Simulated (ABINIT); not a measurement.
# A GW chain in ABINIT: NaCl (Fm-3m), part 2 of 3

Wanted: ground state, empty states, screening and self-energy for NaCl (Fm-3m).

ABINIT 10.8.3; PBE and many-body steps on it, plane waves. Known limits of the many-body steps: not at the basis limit.

So far. Step 2 (Ground state): The gap is direct, at Γ.

The database entry behind the starting cell differs from later determinations by our own check (an axis about 0.4 % short against later determinations), so it need not match the best structure at ambient conditions.

## (3) Bands along the symmetry lines

Level of this step: DFT, PBE, plane waves, norm-conserving pseudopotentials (ABINIT).

Levels along a band path, at the cheap level, show where the edges lie and whether the meshes to come will hold them.

run.abi

```
acell 3*1.0 Angstrom
rprim 
  0.000000000000 2.810000000000 2.810000000000
  2.810000000000 0.000000000000 2.810000000000
  2.810000000000 2.810000000000 0.000000000000
ntypat 2
znucl 11 17
natom 2
typat 1 2
xred 
  0.000000000000 0.000000000000 0.000000000000
  0.500000000000 0.500000000000 0.500000000000
pp_dirpath "pseudos"
pseudos "Na.upf, Cl.upf"
ecut 38
iscf -2
irdden 1
kptopt 0
nkpt 50
kpt 
  0.00000000 0.00000000 0.00000000
  0.06250000 0.00000000 0.06250000
  0.12500000 0.00000000 0.12500000
  0.18750000 0.00000000 0.18750000
  0.25000000 0.00000000 0.25000000
  0.31250000 0.00000000 0.31250000
  0.37500000 0.00000000 0.37500000
  0.43750000 0.00000000 0.43750000
  0.50000000 0.00000000 0.50000000
  0.51562500 0.03125000 0.51562500
  0.53125000 0.06250000 0.53125000
  0.54687500 0.09375000 0.54687500
  0.56250000 0.12500000 0.56250000
  0.57812500 0.15625000 0.57812500
  0.59375000 0.18750000 0.59375000
  0.60937500 0.21875000 0.60937500
  0.62500000 0.25000000 0.62500000
  0.37500000 0.37500000 0.75000000
  0.32812500 0.32812500 0.65625000
  0.28125000 0.28125000 0.56250000
  0.23437500 0.23437500 0.46875000
  0.18750000 0.18750000 0.37500000
  0.14062500 0.14062500 0.28125000
  0.09375000 0.09375000 0.18750000
  0.04687500 0.04687500 0.09375000
  0.00000000 0.00000000 0.00000000
  0.06250000 0.06250000 0.06250000
  0.12500000 0.12500000 0.12500000
  0.18750000 0.18750000 0.18750000
  0.25000000 0.25000000 0.25000000
  0.31250000 0.31250000 0.31250000
  0.37500000 0.37500000 0.37500000
  0.43750000 0.43750000 0.43750000
  0.50000000 0.50000000 0.50000000
  0.50000000 0.46875000 0.53125000
  0.50000000 0.43750000 0.56250000
  0.50000000 0.40625000 0.59375000
  0.50000000 0.37500000 0.62500000
  0.50000000 0.34375000 0.65625000
  0.50000000 0.31250000 0.68750000
  0.50000000 0.28125000 0.71875000
  0.50000000 0.25000000 0.75000000
  0.50000000 0.21875000 0.71875000
  0.50000000 0.18750000 0.68750000
  0.50000000 0.15625000 0.65625000
  0.50000000 0.12500000 0.62500000
  0.50000000 0.09375000 0.59375000
  0.50000000 0.06250000 0.56250000
  0.50000000 0.03125000 0.53125000
  0.50000000 0.00000000 0.50000000
istwfk *1
nband 15
nbdbuf 2
tolwfr 1e-08
nstep 40
prtwf 0
prtvol 0
indata_prefix "in"
outdata_prefix "out"
tmpdata_prefix "tmp"
```

On the command line:

```bash
> OMP_NUM_THREADS=1 mpirun -n 8 abinit run.abi > log
```

Numbers of over 12 decimals in the logs are rounded to 6 here.

The log of the run:

```text
.Version 10.8.3 of ABINIT. v10.8.2 released Aug 2026.

 Symmetries : space group Fm -3 m (#225); Bravais cF (face-center cubic)
[... echo of the input left out ...]
== DATASET  1 ==================================================================
-   mpi_nproc: 8, omp_nthreads: 1 (-1 if OMP is not activated)

--- !DatasetInfo
iteration_state: {dtset: 1, }
dimensions: {natom: 2, nkpt: 50, mband: 15, nsppol: 1, nspinor: 1, nspden: 1, mpw: 3383, }
cutoff_energies: {ecut:  38.0, pawecutdg:  -1.0, }
electrons: {nelect:   1.60000000E+01, charge:   0.00000000E+00, occopt:   1.00000000E+00, tsmear:   1.00000000E-02, }

 Real(R)+Recip(G) space primitive vectors, cartesian coordinates (Bohr,Bohr^-1):
 R(1)=  0.0000000  5.3101304  5.3101304  G(1)= -0.0941596  0.0941596  0.0941596
 R(2)=  5.3101304  0.0000000  5.3101304  G(2)=  0.0941596 -0.0941596  0.0941596
 R(3)=  5.3101304  5.3101304  0.0000000  G(3)=  0.0941596  0.0941596 -0.0941596
 Unit cell volume ucvol=  2.9946465E+02 bohr^3
 Angles (23,13,12)=  6.00000000E+01  6.00000000E+01  6.00000000E+01 degrees

 getcut: wavevector=  0.0000  0.0000  0.0000  ngfft=  45  45  45
         ecut(hartree)=     38.000   => boxcut(ratio)=   2.11142

--- Pseudopotential description ------------------------------------------------
- Na Generated using ONCVPSP code by D. R. Hamann
- 11.00000   9.00000  171031                  znucl, zion, pspdat
12 -101130 1 -1 1992                          pspcod,pspxc,lmax,lloc,mmax
     nproj     2     2     0
  pspatm : epsatm=    9.36084378
         --- l  ekb(1:nproj) -->
             0    2.667291   -0.676599
             1   -6.743718   -2.407365
 pspatm: atomic psp has been read  and splines computed

- Cl Generated using ONCVPSP code by D. R. Hamann
- 17.00000   7.00000  171031                  znucl, zion, pspdat
12 -101130 2 -1 1028                          pspcod,pspxc,lmax,lloc,mmax
     nproj     2     2     2
  pspatm : epsatm=    9.12776517
         --- l  ekb(1:nproj) -->
             0    8.139296    0.698720
[...]
pspatm: atomic psp has been read  and splines computed

--------------------------------------------------------------------------------

================================================================================
 prteigrs : about to open file out_EIG
 Non-SCF case, kpt    1 (  0.00000  0.00000  0.00000), residuals and eigenvalues=
  2.58E-09  1.15E-09  3.77E-09  7.43E-09  2.51E-09  1.33E-09  6.31E-09  9.73E-09
  3.49E-09  2.08E-09  2.26E-09  7.12E-09  3.05E-09  6.99E-09  7.82E-09
 -1.8170E+00 -7.8519E-01 -7.8519E-01 -7.8519E-01 -4.8579E-01 -1.9794E-02
 -1.9794E-02 -1.9794E-02  1.6946E-01  3.8673E-01  3.8673E-01  3.8673E-01
[...]
Non-SCF case, kpt    2 (  0.06250  0.00000  0.06250), residuals and eigenvalues=
  3.04E-09  4.70E-09  1.48E-09  3.14E-09  3.80E-09  7.14E-09  3.57E-09  5.97E-09
[...]
8.37E-09  7.83E-09  2.01E-09  2.43E-09  5.74E-09  3.45E-09  1.93E-09  3.70E-09
  9.69E-09  1.43E-09  7.80E-09  7.66E-09  8.39E-09  2.32E-09  3.73E-06
[...]
Non-SCF case, kpt   49 (  0.50000  0.03125  0.53125), residuals and eigenvalues=
[...]
Non-SCF case, kpt   50 (  0.50000  0.00000  0.50000), residuals and eigenvalues=
[...]
-1.8170E+00 -7.8596E-01 -7.8550E-01 -7.8550E-01 -4.7135E-01 -8.1725E-02
 -4.2038E-02 -4.2038E-02  2.5761E-01  2.7614E-01  3.9902E-01  5.2701E-01
[...]
--- !ResultsGS
iteration_state: {dtset: 1, }
comment   : Summary of ground state results
lattice_vectors:
- [  0.0000000,   5.3101304,   5.3101304, ]
- [  5.3101304,   0.0000000,   5.3101304, ]
- [  5.3101304,   5.3101304,   0.0000000, ]
lattice_lengths: [   7.50966,    7.50966,    7.50966, ]
lattice_angles: [ 60.000,  60.000,  60.000, ] # degrees, (23, 13, 12)
lattice_volume:   2.9946465E+02
convergence: {deltae:  0.000E+00, res2:  0.000E+00, residm:  9.952E-09, diffor:  0.000E+00, }
etotal    :  -6.22461254E+01
entropy   :   0.00000000E+00
fermie    :  -1.97941144E-02
cartesian_stress_tensor: null
pressure_GPa: null
xred      :
- [  0.0000E+00,   0.0000E+00,   0.0000E+00, Na]
- [  5.0000E-01,   5.0000E-01,   5.0000E-01, Cl]
cartesian_forces: null
force_length_stats: {min: null, max: null, mean: null, }

 Integrated electronic density in atomic spheres:
 ------------------------------------------------
 Atom  Sphere_radius  Integrated_density
[...]
================================================================================

 ----iterations are completed or convergence reached----

 Mean square residual over all n,k,spin=   45.837E-10; max=  99.517E-10
 reduced coordinates (array xred) for    2 atoms
       0.000000000000      0.000000000000      0.000000000000
       0.500000000000      0.500000000000      0.500000000000

 cartesian coordinates (angstrom) at end:
    1      0.000000     0.000000     0.000000
    2      2.810000     2.810000     2.810000
 length scales=  1.889726125908  1.889726125908  1.889726125908 bohr
              =  1.000000000000  1.000000000000  1.000000000000 angstroms
 prteigrs : about to open file out_EIG
 Eigenvalues (hartree) for nkpt=  50  k points:
 kpt#   1, nband= 15, wtk=  1.00000, kpt=  0.0000  0.0000  0.0000 (reduced coord)
[...]
kpt#   2, nband= 15, wtk=  1.00000, kpt=  0.0625  0.0000  0.0625 (reduced coord)
[...]
kpt#   3, nband= 15, wtk=  1.00000, kpt=  0.1250  0.0000  0.1250 (reduced coord)
[...]
kpt#  49, nband= 15, wtk=  1.00000, kpt=  0.5000  0.0313  0.5313 (reduced coord)
  -1.81699   -0.78595   -0.78551   -0.78551   -0.47133   -0.08141   -0.04252   -0.04227
   0.25891    0.27732    0.39778    0.51051    0.52752    0.54647    0.59143
 kpt#  50, nband= 15, wtk=  1.00000, kpt=  0.5000  0.0000  0.5000 (reduced coord)
  -1.81699   -0.78596   -0.78550   -0.78550   -0.47135   -0.08172   -0.04204   -0.04204
   0.25761    0.27614    0.39902    0.52701    0.52701    0.53315    0.59152

== END DATASET(S) ==============================================================
================================================================================

 -outvars: echo values of variables after computation  --------
            nband          15
             nkpt          50
          spgroup         225
 [... the other variables as echoed above ...]

 Calculation completed.
```

It took 4.7 s on 8 MPI ranks of AMD EPYC 9R45, shared host; peak memory 0.59 GiB.

Numbers from this step:

- gap: 5.150 eV
- k of the valence top: 0, 0, 0
- k of the conduction bottom: 0, 0, 0
- least direct gap: 5.150 eV

The gap is 5.150 eV, as in the run before at this level.

Electronic bands along the path, in eV, zero at the top of the highest filled band; v1 is the highest filled band, c1 the lowest empty one:

| point | v4 | v3 | v2 | v1 | c1 | c2 | c3 | c4 |
| --- | --- | --- | --- | --- | --- | --- | --- | --- |
| Γ | -12.68 | 0.00 | 0.00 | 0.00 | 5.15 | 11.06 | 11.06 | 11.06 |
| halfway | -12.47 | -1.08 | -0.32 | -0.32 | 7.13 | 9.10 | 10.83 | 12.41 |
| X | -12.29 | -1.69 | -0.61 | -0.61 | 7.55 | 8.05 | 11.40 | 14.88 |
| halfway | -12.28 | -1.62 | -0.77 | -0.58 | 7.79 | 8.33 | 11.15 | 13.72 |
| U | -12.28 | -1.43 | -1.13 | -0.50 | 8.24 | 9.04 | 10.59 | 12.74 |
| jump to K | -12.28 | -1.43 | -1.13 | -0.50 | 8.24 | 9.04 | 10.59 | 12.74 |
| halfway | -12.45 | -1.24 | -0.48 | -0.16 | 7.32 | 9.68 | 10.76 | 11.84 |
| Γ | -12.68 | 0.00 | 0.00 | 0.00 | 5.15 | 11.06 | 11.06 | 11.06 |
| halfway | -12.51 | -1.11 | -0.14 | -0.14 | 6.62 | 10.01 | 11.34 | 11.34 |
| L | -12.34 | -1.95 | -0.27 | -0.27 | 7.28 | 10.72 | 10.92 | 10.92 |
| halfway | -12.30 | -1.67 | -0.77 | -0.42 | 8.34 | 9.55 | 10.28 | 11.69 |
| W | -12.27 | -1.20 | -1.20 | -0.76 | 8.84 | 9.71 | 9.71 | 11.37 |
| halfway | -12.28 | -1.55 | -0.80 | -0.69 | 8.07 | 8.54 | 10.89 | 12.75 |
| X | -12.29 | -1.69 | -0.61 | -0.61 | 7.55 | 8.05 | 11.40 | 14.88 |

The electronic bands as a text plot (rows in eV, shown from -8.0 to 11.1 only):

```
   10.8 |++   +++++    ++++     +    ++++++    +++++++       ++
   10.0 |  +++             ++++++++++      +++++    +++++++++
    9.2 |     ++         +++                          +++++++
    8.4 |       ++++++++++++++++                      +     +++++
    7.6 |       +++++++++       +              +++++++        +++
    6.8 |    +++                 ++         +++
    6.0 |  ++                      ++    +++
    5.2 |++                          ++++
    4.4 |
    3.6 |
    2.8 |
    2.0 |
    1.2 |
    0.4 |*                           ****
   -0.4 | ****************************  *************************
   -1.2 |     *****     ***********         ***        ********
   -2.0 |          *****                       ********        **
   -2.8 |
   -3.6 |
   -4.4 |
   -5.2 |
   -6.0 |
   -6.8 |
   -7.6 |
         Γ           X  U|K            Γ         L        W     X
```

## (4) Empty states on the mesh, 6×6×6 mesh, 132 bands

The sums over transitions need many empty states on a uniform mesh; this step solves for them.

run.abi

```
acell 3*1.0 Angstrom
rprim 
  0.000000000000 2.810000000000 2.810000000000
  2.810000000000 0.000000000000 2.810000000000
  2.810000000000 2.810000000000 0.000000000000
ntypat 2
znucl 11 17
natom 2
typat 1 2
xred 
  0.000000000000 0.000000000000 0.000000000000
  0.500000000000 0.500000000000 0.500000000000
pp_dirpath "pseudos"
pseudos "Na.upf, Cl.upf"
ecut 38
ngkpt 6 6 6
nshiftk 1
shiftk 0 0 0
kptopt 1
chksymbreak 0
irdden 1
istwfk *1
nband 132
prtvol 0
optdriver 6
gwr_task "HDIAGO"
paral_kgb 0
occopt 1
indata_prefix "in"
outdata_prefix "out"
tmpdata_prefix "tmp"
```

The log of the run:

```text
[banner, memory and clock lines left out]
.Version 10.8.3 of ABINIT. v10.8.2 released Aug 2026.

 Symmetries : space group Fm -3 m (#225); Bravais cF (face-center cubic)
[... echo of the input left out ...]
== DATASET  1 ==================================================================
-   mpi_nproc: 8, omp_nthreads: 1 (-1 if OMP is not activated)

--- !DatasetInfo
iteration_state: {dtset: 1, }
dimensions: {natom: 2, nkpt: 16, mband: 132, nsppol: 1, nspinor: 1, nspden: 1, mpw: 3383, }
cutoff_energies: {ecut:  38.0, pawecutdg:  -1.0, }
electrons: {nelect:   1.60000000E+01, charge:   0.00000000E+00, occopt:   1.00000000E+00, tsmear:   1.00000000E-02, }

.Using double precision arithmetic; gwpc =  8

- Reading GS density from: in_DEN

--- Pseudopotential description ------------------------------------------------
- Na Generated using ONCVPSP code by D. R. Hamann
- 11.00000   9.00000  171031                  znucl, zion, pspdat
12 -101130 1 -1 1992                          pspcod,pspxc,lmax,lloc,mmax
     nproj     2     2     0
  pspatm : epsatm=    9.36084378
         --- l  ekb(1:nproj) -->
             0    2.667291   -0.676599
             1   -6.743718   -2.407365
 pspatm: atomic psp has been read  and splines computed

- Cl Generated using ONCVPSP code by D. R. Hamann
- 17.00000   7.00000  171031                  znucl, zion, pspdat
12 -101130 2 -1 1028                          pspcod,pspxc,lmax,lloc,mmax
     nproj     2     2     2
  pspatm : epsatm=    9.12776517
         --- l  ekb(1:nproj) -->
             0    8.139296    0.698720
             1    3.821713    1.107519
             2   -2.938609   -0.805455
 pspatm: atomic psp has been read  and splines computed

   2.95817743E+02                                ecore*ucvol(ha*bohr**3)

 Total charge density [el/Bohr^3]
)     Maximum=    2.7006E+00  at reduced coord.    0.9778    0.9778    0.9778
)     Minimum=    1.9497E-03  at reduced coord.    0.2444    0.2444    0.2444
   Integrated=    1.6000E+01

 === KS gaps after direct diagonalization ===
 Direct band gap semiconductor
 Fundamental gap:     5.150 (eV)
   VBM:    -0.539 (eV) at k: [ 0.0000E+00,  0.0000E+00,  0.0000E+00]
   CBM:     4.611 (eV) at k: [ 0.0000E+00,  0.0000E+00,  0.0000E+00]
 Direct gap:         5.150 (eV) at k: [ 0.0000E+00,  0.0000E+00,  0.0000E+00]

== END DATASET(S) ==============================================================

 -outvars: echo values of variables after computation  --------
           etotal      0.0000000000E+00
            nband         132
             nkpt          16
          spgroup         225
 [... the other variables as echoed above ...]

 Calculation completed.
```

It took 26 s on 8 MPI ranks; peak memory 5.3 GiB.

Numbers from this step:

```
gap                                                           : 5.150 eV
k of the valence top                                          : 0, 0, 0
k of the conduction bottom                                    : 0, 0, 0
least direct gap                                              : 5.150 eV
k points computed                                             : 16
lowest point of the top converged band, above the valence top : 103.1395 eV
```

On this mesh the gap is 5.150 eV.

## (5) Screening, 6×6×6 mesh, 124 bands, screening to 163.3 eV

The RPA dielectric matrix is built and inverted for each q.

This step: RPA screening on PBE, plane waves, norm-conserving pseudopotentials.

Changes to run.abi since step 4:

```diff
@@ -20,10 +20,11 @@
 chksymbreak 0
-irdden 1
 istwfk *1
-nband 132
-prtvol 0
-optdriver 6
-gwr_task "HDIAGO"
-paral_kgb 0
 occopt 1
+irdwfk 1
+optdriver 3
+nband 124
+ecuteps 6
+inclvkb 2
+awtr 1
+symchi 1
 indata_prefix "in"
```

The log of the run:

```text
.Version 10.8.3 of ABINIT. v10.8.2 released Aug 2026.

 Symmetries : space group Fm -3 m (#225); Bravais cF (face-center cubic)
[... echo of the input left out ...]
== DATASET  1 ==================================================================
-   mpi_nproc: 8, omp_nthreads: 1 (-1 if OMP is not activated)

--- !DatasetInfo
iteration_state: {dtset: 1, }
dimensions: {natom: 2, nkpt: 16, mband: 124, nsppol: 1, nspinor: 1, nspden: 1, mpw: 3383, }
cutoff_energies: {ecut:  38.0, pawecutdg:  -1.0, }
electrons: {nelect:   1.60000000E+01, charge:   0.00000000E+00, occopt:   1.00000000E+00, tsmear:   1.00000000E-02, }

 SCREENING: Calculation of the susceptibility and dielectric matrices

 Based on a program developped by R.W. Godby, V. Olevano, G. Onida, and L. Reining.
 Incorporated in ABINIT by V. Olevano, G.-M. Rignanese, and M. Torrent.
.Using double precision arithmetic ; gwpc =  8

[... cell and pseudopotentials left out ...]
--------------------------------------------------------------------------------

 ==== K-mesh for the wavefunctions ====
 Number of points in the irreducible wedge :    16
[... list of points left out ...]
 Together with 48 symmetry operations and time-reversal symmetry
 yields   216 points in the full Brillouin Zone.

 ==== Q-mesh for the screening function ====
 Number of points in the irreducible wedge :    16
[... list of points left out ...]
 Together with 48 symmetry operations and time-reversal symmetry
 yields   216 points in the full Brillouin Zone.

 setmesh: FFT mesh size selected  =    30x   30x   30
          total number of points  =        27000

 vcoul_init : cutoff-mode = AUXILIARY_FUNCTION
 q-points for optical limit:   1
     1)      0.000010    0.000020    0.000030

- screening: taking advantage of time-reversal symmetry
- Maximum band index for partially occupied states nbvw = 8
- Remaining bands to be divided among processors   nbcw = 116
- Number of bands treated by each node ~14

 Number of electrons calculated from density =   16.0000; Expected =   16.0000
 average of density, n =  0.053429
 r_s =    1.6471
 omega_plasma =   22.2968 [eV]

 calculating chi0 at frequencies [eV] :
  1    0.000000E+00    0.000000E+00
  2    0.000000E+00    2.229681E+01

--------------------------------------------------------------------------------
  q-point number  1        q = ( 0.000000, 0.000000, 0.000000) [r.l.u.]
--------------------------------------------------------------------------------
[... chi0 elements left out ...]
 For q-point:  0.000010 0.000020 0.000030
  dielectric constant =   2.3508
  dielectric constant without local fields =   2.7646

  Average fulfillment of the sum rule on Im[epsilon] for q-point    1 :     67.69  [%]
[... wings left out ...]
  q-point number  2        q = ( 0.166667, 0.000000, 0.000000) [r.l.u.]
--------------------------------------------------------------------------------
[... chi0 elements left out ...]
  Average fulfillment of the sum rule on Im[epsilon] for q-point    2 :     76.99  [%]

 [... 14 further q-points ...]
```

Wall time 34 s (8 MPI ranks); peak memory 2.3 GiB; 4.5 min of CPU time.

Numbers from this step:

| Quantity | Value |
| --- | --- |
| ε∞ with local fields, on this mesh, along the program's q direction | 2.351 |
| the same without local fields | 2.765 |
| plasma frequency | 22.30 eV |
| plane waves in the screening matrix | 181 |

Local fields lower ε∞ by 15 %.

[end of part 2 of 3]

[Paths, hosts, dates, memory and timing lines, banners, echoed tables and standing remarks are left out of the program output.]

[Logs are printed without paths, hosts, clocks, repeated set-up lines and the standing remarks that a program may print on its own settings, such as how far it seeks lower states.]

[Runs of the session that timed out or met a known fault of the program may be left out.]

[Hosts, paths, dates, database ids (printed as entryN), source tags and the programs' standing remarks are cut or masked in the printed files.]

[G0W0 gaps are taken among the corrected bands and points alone; a level outside them can change the order at an edge.]

[Where Ansatz stands beside ABINIT at settings called matched, ABINIT's density can come from a denser mesh and the files from another edition; pairs whose starting gaps differed by over 0.03 eV were left out, so agreement reads better than it is.]
